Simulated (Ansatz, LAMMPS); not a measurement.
**ionic liquid ethylammonium Br- with Li salt at 400 K (162 atoms): close-ups with forces and charges**

Density of this cell: 1.63 g/cm³. The cell holds 162 atoms: 26 C, 13 N, 104 H, 16 Br and 3 Li. Its edges and angles: a = 12.449 Å, b = 12.449 Å, c = 12.449 Å, α = 90.0°, β = 90.0°, γ = 90.0°. 13 ethylammonium, 16 Br-, 3 Li+ placed at random, at 1.63 g/cm³; overlaps pushed apart, then 10 ps at 700 K with Joung-Cheatham ions (J. Phys. Chem. B 112, 9020 (2008)); MMFF94 bonds, angles, torsions, charges and radii (Halgren, J. Comput. Chem. 17, 490 (1996)) in harmonic and 12-6 forms; charges of ions scaled by 0.8. Snapshot after 30 ps at 400 K and fixed volume.

Computed with Ansatz 0.2.0: Kohn-Sham DFT, PBEsol, PAW (set soft_2), plane waves; cutoff 420 eV, Γ point, fixed occupations. Geometry: the geometry as built.

The whole cell was solved; only parts of it are printed.

A closer look about H21, which bears the longest force: 26 atoms, nearest first, numbered in the order of the input, with positions taken from that point.

| atom | x | y | z | distance (Å) | bonds | intrinsic-atomic-orbital charge (e) | Fx | Fy | Fz (eV/Å) |
| --- | --- | --- | --- | --- | --- | --- | --- | --- | --- |
| H21 | 0.00 | 0.00 | 0.00 | 0.00 | 1 | 0.33 | 1.40 | 3.77 | -1.34 |
| N14 | -0.47 | -0.76 | 0.36 | 0.96 | 4 | -0.43 | -2.70 | -2.30 | 1.08 |
| H20 | -0.33 | -1.47 | -0.35 | 1.55 | 1 | 0.35 | 0.52 | -0.99 | -0.17 |
| H22 | -1.50 | -0.68 | 0.32 | 1.68 | 1 | 0.33 | -0.43 | 0.44 | -0.26 |
| C13 | -0.02 | -1.02 | 1.71 | 1.99 | 4 | -0.24 | 1.82 | 0.76 | 1.49 |
| H15 | 1.84 | -0.24 | 1.13 | 2.17 | 1 | 0.19 | 0.67 | 0.45 | -0.60 |
| Br157 | 0.66 | 2.29 | -0.24 | 2.39 | 0 | -0.73 | -0.07 | -0.12 | -0.28 |
| C12 | 1.49 | -1.14 | 1.61 | 2.47 | 4 | -0.54 | -0.36 | -0.32 | 1.19 |
| H19 | -0.23 | -0.21 | 2.50 | 2.52 | 1 | 0.20 | -0.38 | -0.73 | -1.59 |
| H18 | -0.38 | -1.96 | 2.08 | 2.88 | 1 | 0.20 | -0.82 | -0.88 | 0.33 |
| H16 | 1.75 | -2.08 | 1.09 | 2.93 | 1 | 0.17 | 0.27 | 0.09 | -0.21 |
| H53 | 1.93 | 0.84 | -2.33 | 3.14 | 1 | 0.33 | 0.06 | -0.10 | -0.07 |
| H83 | -2.92 | 1.18 | -0.55 | 3.19 | 1 | 0.20 | 0.87 | -0.78 | -1.15 |
| H81 | -2.68 | 1.25 | 1.21 | 3.20 | 1 | 0.19 | 0.33 | 0.06 | 0.50 |
| H17 | 1.94 | -1.14 | 2.62 | 3.45 | 1 | 0.18 | -0.01 | -0.17 | -0.27 |
| Br151 | 0.49 | -1.37 | -3.14 | 3.46 | 0 | -0.78 | 0.06 | 0.02 | 0.21 |
| H26 | -1.73 | 0.99 | -2.95 | 3.56 | 1 | 0.20 | -0.20 | -0.05 | 0.19 |
| C78 | -3.20 | 1.64 | 0.35 | 3.62 | 4 | -0.54 | -3.25 | 0.29 | -0.23 |
| H55 | 3.34 | 0.17 | -1.76 | 3.78 | 1 | 0.33 | 0.52 | -2.44 | 1.34 |
| N47 | 2.97 | 0.89 | -2.32 | 3.88 | 4 | -0.43 | -0.36 | 1.05 | -0.07 |
| Br147 | -3.35 | -2.09 | -0.47 | 3.97 | 1 | -0.70 | -0.12 | 0.02 | 0.25 |
| H54 | 3.25 | 1.70 | -1.71 | 4.05 | 1 | 0.33 | -0.05 | 0.81 | -0.43 |
| H82 | -3.11 | 2.73 | 0.18 | 4.14 | 1 | 0.18 | 0.20 | -0.07 | 0.38 |
| H77 | 1.32 | 3.38 | 2.01 | 4.15 | 1 | 0.32 | 0.21 | 0.29 | -0.62 |
| H39 | -3.04 | -1.02 | 2.71 | 4.20 | 1 | 0.16 | 0.64 | 0.46 | 0.27 |
| H131 | -0.95 | 4.08 | -0.39 | 4.21 | 1 | 0.33 | -0.33 | -1.18 | 0.47 |

The column of bonds counts only the pairs H-C within 1.34 Å, H-N within 1.27 Å, C-C within 1.85 Å, C-N within 1.79 Å, Br-Li within 3.23 Å; other neighbours, such as metal atoms beside each other in a compound, aren't counted, and periodic images can show an atom twice.

A closer look about Li160, one of the 3 Li atoms: 46 atoms, nearest first, numbered in the order of the input, with positions taken from that point.

| atom | x | y | z | distance (Å) | bonds | intrinsic-atomic-orbital charge (e) | Fx | Fy | Fz (eV/Å) |
| --- | --- | --- | --- | --- | --- | --- | --- | --- | --- |
| Li160 | 0.00 | 0.00 | 0.00 | 0.00 | 4 | 0.61 | -0.10 | -0.49 | 0.08 |
| Br159 | 0.36 | 1.74 | 1.69 | 2.46 | 1 | -0.72 | -0.07 | 0.16 | -0.15 |
| Br153 | 2.21 | -1.48 | -0.39 | 2.69 | 1 | -0.74 | -0.10 | 0.36 | -0.13 |
| Br145 | -1.58 | 0.48 | -2.18 | 2.73 | 2 | -0.72 | 0.25 | 0.11 | 0.02 |
| Br156 | -1.65 | -1.93 | 1.08 | 2.76 | 1 | -0.72 | 0.06 | 0.11 | -0.24 |
| H130 | 1.89 | 0.10 | -2.67 | 3.27 | 1 | 0.33 | 0.22 | -0.29 | -0.29 |
| H88 | -1.65 | -2.43 | -1.51 | 3.30 | 1 | 0.34 | 0.48 | 0.95 | 0.58 |
| H107 | -2.70 | 0.77 | 1.79 | 3.33 | 1 | 0.21 | 0.16 | 0.03 | -0.24 |
| H42 | -0.59 | 3.30 | -0.82 | 3.45 | 1 | 0.34 | 0.80 | 0.42 | -0.28 |
| H98 | 2.72 | 1.73 | 1.69 | 3.64 | 1 | 0.31 | -0.82 | -0.61 | 0.58 |
| H132 | 0.62 | 0.16 | -3.68 | 3.73 | 1 | 0.33 | -1.79 | -0.28 | -0.36 |
| H137 | -3.36 | 1.99 | -0.07 | 3.91 | 1 | 0.21 | 1.69 | -1.49 | 0.15 |
| H106 | -1.89 | 0.75 | 3.41 | 3.97 | 1 | 0.21 | -0.45 | -0.57 | -0.37 |
| N124 | 1.62 | 0.09 | -3.69 | 4.02 | 4 | -0.41 | 1.81 | -0.09 | 0.47 |
| H93 | 3.00 | -0.62 | 2.76 | 4.12 | 1 | 0.20 | -0.01 | -0.04 | -0.17 |
| C101 | -2.87 | 0.83 | 2.87 | 4.14 | 4 | -0.22 | -0.80 | -0.06 | 1.57 |
| H82 | -0.14 | -2.10 | -3.57 | 4.14 | 1 | 0.18 | 0.20 | -0.07 | 0.38 |
| H127 | 1.78 | 2.46 | -2.84 | 4.15 | 1 | 0.19 | 0.47 | 0.26 | 1.32 |
| N80 | -2.32 | -2.86 | -2.13 | 4.26 | 4 | -0.41 | -0.84 | -1.13 | 2.25 |
| H81 | 0.29 | -3.58 | -2.54 | 4.40 | 1 | 0.19 | 0.33 | 0.06 | 0.50 |
| N36 | -0.31 | 4.31 | -0.89 | 4.42 | 4 | -0.42 | -2.50 | -1.81 | 0.64 |
| H99 | 3.78 | 2.24 | 0.72 | 4.46 | 1 | 0.35 | 0.94 | 0.34 | -1.80 |
| N91 | 3.75 | 1.84 | 1.64 | 4.49 | 4 | -0.45 | 0.12 | -2.31 | -0.33 |
| H87 | -3.01 | -2.25 | -2.46 | 4.49 | 1 | 0.34 | -1.44 | 2.16 | -0.08 |
| H43 | 0.63 | 4.48 | -0.64 | 4.57 | 1 | 0.34 | 2.37 | -0.02 | 0.79 |
| H96 | 4.49 | -0.05 | 0.91 | 4.59 | 1 | 0.17 | -0.22 | 0.29 | 0.15 |
| H29 | 0.39 | -2.37 | 3.95 | 4.62 | 1 | 0.21 | -0.65 | -0.41 | 0.10 |
| H32 | -1.77 | -3.04 | 3.05 | 4.65 | 1 | 0.32 | -0.41 | 1.28 | -3.13 |
| C78 | -0.23 | -3.18 | -3.40 | 4.66 | 4 | -0.54 | -3.25 | 0.29 | -0.23 |
| H131 | 2.02 | -0.75 | -4.13 | 4.66 | 1 | 0.33 | -0.33 | -1.18 | 0.47 |
| H70 | -4.28 | -1.46 | -1.32 | 4.71 | 1 | 0.16 | -0.60 | 1.31 | 1.08 |
| H86 | -2.83 | -3.54 | -1.51 | 4.78 | 1 | 0.34 | 0.05 | 0.19 | -0.07 |
| H125 | 0.52 | 2.55 | -4.06 | 4.83 | 1 | 0.18 | 1.06 | -0.29 | -0.08 |
| H109 | -2.53 | 2.82 | 3.00 | 4.83 | 1 | 0.35 | 0.74 | 1.50 | -0.93 |
| H77 | 4.30 | -1.45 | -1.73 | 4.85 | 1 | 0.32 | 0.21 | 0.29 | -0.62 |
| C122 | 1.65 | 2.45 | -3.90 | 4.89 | 4 | -0.55 | -1.53 | 0.27 | -1.28 |
| H71 | -4.80 | -0.88 | 0.33 | 4.89 | 1 | 0.20 | 0.78 | 0.53 | 0.87 |
| C133 | -4.06 | 2.76 | 0.00 | 4.91 | 4 | -0.58 | -0.82 | 1.20 | -1.77 |
| C90 | 4.55 | 0.54 | 1.85 | 4.94 | 4 | -0.21 | -0.78 | 0.90 | -0.73 |
| H76 | 4.85 | -0.03 | -1.14 | 4.98 | 1 | 0.30 | 0.23 | 0.35 | -0.07 |
| C89 | 4.00 | -0.22 | 2.98 | 4.99 | 4 | -0.51 | -0.48 | -2.11 | 0.53 |
| H105 | -3.46 | -1.09 | 3.44 | 5.00 | 1 | 0.20 | 0.21 | -1.29 | 0.10 |
| H44 | -0.49 | 4.69 | -1.83 | 5.06 | 1 | 0.32 | 0.06 | -0.09 | -0.92 |
| H114 | 3.53 | -2.78 | 2.33 | 5.06 | 1 | 0.21 | 0.19 | 1.95 | -0.88 |
| C123 | 2.21 | 1.18 | -4.45 | 5.11 | 4 | -0.24 | -2.49 | 0.57 | -0.02 |
| N102 | -3.30 | 2.23 | 3.22 | 5.12 | 4 | -0.43 | 0.42 | -1.59 | 1.82 |

The column of bonds counts only the pairs H-C within 1.34 Å, H-N within 1.27 Å, C-C within 1.85 Å, C-N within 1.79 Å, Br-Li within 3.23 Å; other neighbours, such as metal atoms beside each other in a compound, aren't counted, and periodic images can show an atom twice.

The surroundings of H42, picked at random, nearest first, numbered as they follow in the input and with coordinates relative to it.

| atom | x | y | z | distance (Å) | bonds | intrinsic-atomic-orbital charge (e) | Fx | Fy | Fz (eV/Å) |
| --- | --- | --- | --- | --- | --- | --- | --- | --- | --- |
| H42 | 0.00 | 0.00 | 0.00 | 0.00 | 1 | 0.34 | 0.80 | 0.42 | -0.28 |
| N36 | 0.28 | 1.02 | -0.07 | 1.05 | 4 | -0.42 | -2.50 | -1.81 | 0.64 |
| H43 | 1.22 | 1.18 | 0.18 | 1.70 | 1 | 0.34 | 2.37 | -0.02 | 0.79 |
| H44 | 0.10 | 1.39 | -1.01 | 1.72 | 1 | 0.32 | 0.06 | -0.09 | -0.92 |
| C35 | -0.60 | 1.78 | 0.85 | 2.06 | 4 | -0.21 | 0.08 | 1.30 | -1.64 |
| H41 | -1.60 | 1.50 | 0.51 | 2.25 | 1 | 0.18 | -0.52 | -0.13 | 0.54 |
| H40 | -0.45 | 1.61 | 1.91 | 2.53 | 1 | 0.21 | 0.36 | -0.47 | 0.20 |
| H139 | -2.72 | 0.14 | -1.11 | 2.95 | 1 | 0.18 | 0.18 | -0.29 | -0.26 |
| Br159 | 0.95 | -1.55 | 2.51 | 3.10 | 1 | -0.72 | -0.07 | 0.16 | -0.15 |
| H137 | -2.77 | -1.31 | 0.75 | 3.16 | 1 | 0.21 | 1.69 | -1.49 | 0.15 |
| H127 | 2.37 | -0.84 | -2.02 | 3.22 | 1 | 0.19 | 0.47 | 0.26 | 1.32 |
| Br145 | -0.99 | -2.82 | -1.36 | 3.29 | 2 | -0.72 | 0.25 | 0.11 | 0.02 |
| C34 | -0.37 | 3.24 | 0.41 | 3.29 | 4 | -0.52 | -1.58 | -0.60 | 1.19 |
| H39 | 0.52 | 3.30 | -0.21 | 3.35 | 1 | 0.16 | 0.64 | 0.46 | 0.27 |
| Li160 | 0.59 | -3.30 | 0.82 | 3.45 | 4 | 0.61 | -0.10 | -0.49 | 0.08 |
| H136 | -3.16 | 0.27 | 1.48 | 3.50 | 1 | 0.18 | -0.23 | 0.19 | 0.31 |
| H125 | 1.11 | -0.74 | -3.24 | 3.51 | 1 | 0.18 | 1.06 | -0.29 | -0.08 |
| C133 | -3.48 | -0.54 | 0.82 | 3.61 | 4 | -0.58 | -0.82 | 1.20 | -1.77 |
| H38 | -1.24 | 3.44 | -0.26 | 3.66 | 1 | 0.17 | 0.32 | 0.59 | 0.48 |
| C134 | -3.67 | -0.13 | -0.63 | 3.73 | 4 | -0.22 | 0.99 | 1.21 | -0.26 |
| C122 | 2.24 | -0.85 | -3.07 | 3.90 | 4 | -0.55 | -1.53 | 0.27 | -1.28 |
| Br146 | 2.94 | 1.66 | 2.14 | 3.99 | 0 | -0.72 | -0.18 | 0.11 | -0.01 |
| H18 | 3.18 | 2.36 | -0.85 | 4.05 | 1 | 0.20 | -0.82 | -0.88 | 0.33 |
| Br147 | 0.22 | 2.23 | -3.40 | 4.07 | 1 | -0.70 | -0.12 | 0.02 | 0.25 |
| H37 | -0.40 | 3.83 | 1.37 | 4.09 | 1 | 0.21 | 0.20 | 0.31 | -1.25 |
| H107 | -2.11 | -2.53 | 2.62 | 4.21 | 1 | 0.21 | 0.16 | 0.03 | -0.24 |
| H109 | -1.94 | -0.48 | 3.82 | 4.32 | 1 | 0.35 | 0.74 | 1.50 | -0.93 |
| H132 | 1.20 | -3.14 | -2.85 | 4.41 | 1 | 0.33 | -1.79 | -0.28 | -0.36 |
| H140 | -4.15 | -0.96 | -1.15 | 4.41 | 1 | 0.20 | -0.02 | -0.16 | -0.47 |
| H126 | 2.70 | 0.01 | -3.53 | 4.44 | 1 | 0.19 | 0.27 | 0.58 | -0.06 |
| H98 | 3.31 | -1.57 | 2.51 | 4.44 | 1 | 0.31 | -0.82 | -0.61 | 0.58 |
| H130 | 2.47 | -3.20 | -1.85 | 4.44 | 1 | 0.33 | 0.22 | -0.29 | -0.29 |
| H10 | 1.42 | 1.27 | 4.19 | 4.60 | 1 | 0.33 | 0.63 | -0.09 | -0.68 |
| H138 | -4.40 | -1.02 | 1.02 | 4.63 | 1 | 0.20 | -1.16 | -0.23 | 1.34 |
| H143 | -4.36 | 1.72 | 0.04 | 4.69 | 1 | 0.30 | 0.14 | 0.93 | -0.46 |
| N135 | -4.54 | 1.08 | -0.78 | 4.73 | 4 | -0.43 | -0.89 | -2.26 | 2.39 |
| H99 | 4.37 | -1.06 | 1.54 | 4.76 | 1 | 0.35 | 0.94 | 0.34 | -1.80 |
| N124 | 2.20 | -3.21 | -2.86 | 4.83 | 4 | -0.41 | 1.81 | -0.09 | 0.47 |
| H22 | 2.06 | 3.64 | -2.61 | 4.93 | 1 | 0.33 | -0.43 | 0.44 | -0.26 |
| N102 | -2.71 | -1.07 | 4.04 | 4.98 | 4 | -0.43 | 0.42 | -1.59 | 1.82 |
| C101 | -2.28 | -2.47 | 3.69 | 4.99 | 4 | -0.22 | -0.80 | -0.06 | 1.57 |
| C13 | 3.54 | 3.30 | -1.22 | 4.99 | 4 | -0.24 | 1.82 | 0.76 | 1.49 |
| C123 | 2.80 | -2.12 | -3.63 | 5.05 | 4 | -0.24 | -2.49 | 0.57 | -0.02 |
| H106 | -1.30 | -2.55 | 4.23 | 5.11 | 1 | 0.21 | -0.45 | -0.57 | -0.37 |
| H142 | -4.60 | 1.56 | -1.67 | 5.14 | 1 | 0.31 | 0.63 | 0.81 | -1.15 |
| H108 | -3.61 | -0.85 | 3.63 | 5.19 | 1 | 0.32 | -1.00 | 1.03 | -0.55 |

The column of bonds counts only the pairs H-C within 1.34 Å, H-N within 1.27 Å, C-C within 1.85 Å, C-N within 1.79 Å, Br-Li within 3.23 Å; other neighbours, such as metal atoms beside each other in a compound, aren't counted, and periodic images can show an atom twice.

Neighbours are counted within 1.34 Å (H-C), 1.27 Å (H-N), 1.85 Å (C-C), 1.79 Å (C-N), 3.23 Å (Br-Li).

Length of the force by element and coordination:

| element | coordination | atoms | mean length of the force (eV/Å) | spread | least | most |
| --- | --- | --- | --- | --- | --- | --- |
| Br | all | 16 | 0.286 | 0.0826 | 0.113 | 0.436 |
| Br | 0 | 6 | 0.263 | 0.098 | 0.113 | 0.430 |
| Br | 1 | 8 | 0.288 | 0.0564 | 0.199 | 0.396 |
| Br | 2 | 2 | 0.353 | 0.0838 | 0.269 | 0.436 |
| C | all | 26 | 2.26 | 0.838 | 0.345 | 4.06 |
| H | all | 104 | 1.24 | 0.784 | 0.136 | 4.24 |
| Li | all | 3 | 0.295 | 0.154 | 0.132 | 0.502 |
| N | all | 13 | 2.28 | 0.890 | 1.07 | 3.71 |

Intrinsic-atomic-orbital charges by element and coordination:

| element | coordination | atoms | mean charge (e) | spread | least | most |
| --- | --- | --- | --- | --- | --- | --- |
| Br | all | 16 | -0.721 | 0.0331 | -0.784 | -0.660 |
| Br | 0 | 6 | -0.733 | 0.0303 | -0.778 | -0.683 |
| Br | 1 | 8 | -0.720 | 0.0305 | -0.784 | -0.673 |
| Br | 2 | 2 | -0.691 | 0.0308 | -0.721 | -0.660 |
| C | all | 26 | -0.381 | 0.161 | -0.601 | -0.202 |
| H | all | 104 | 0.241 | 0.0675 | 0.146 | 0.353 |
| Li | all | 3 | 0.617 | 0.0027 | 0.613 | 0.619 |
| N | all | 13 | -0.423 | 0.0184 | -0.452 | -0.386 |

The force components of 0.97 eV/Å r.m.s. hold both thermal displacement and the mismatch between the potential that made the cell and DFT, above all in bond lengths inside molecules. The network of contacts between molecules at the start is that of the classical potential that made the cell, and needn't be the one that DFT or experiment would give. The functional has no dispersion term, which matters for the binding between molecules or layers. The density was typed from a rule of thumb and may lie off the real one at this temperature. Only the Γ point is sampled, in a cell whose shortest periodic width is 12 Å.

[Hosts, paths, dates, database ids (printed as entryN), source tags and the programs' standing remarks are cut or masked in the printed files.]

[The MMFF94 radii named for the starting cell were scaled by 0.96; in molecules described by MMFF94, hydrogen bound to N, O or S took a small fixed 12-6 site in their place.]
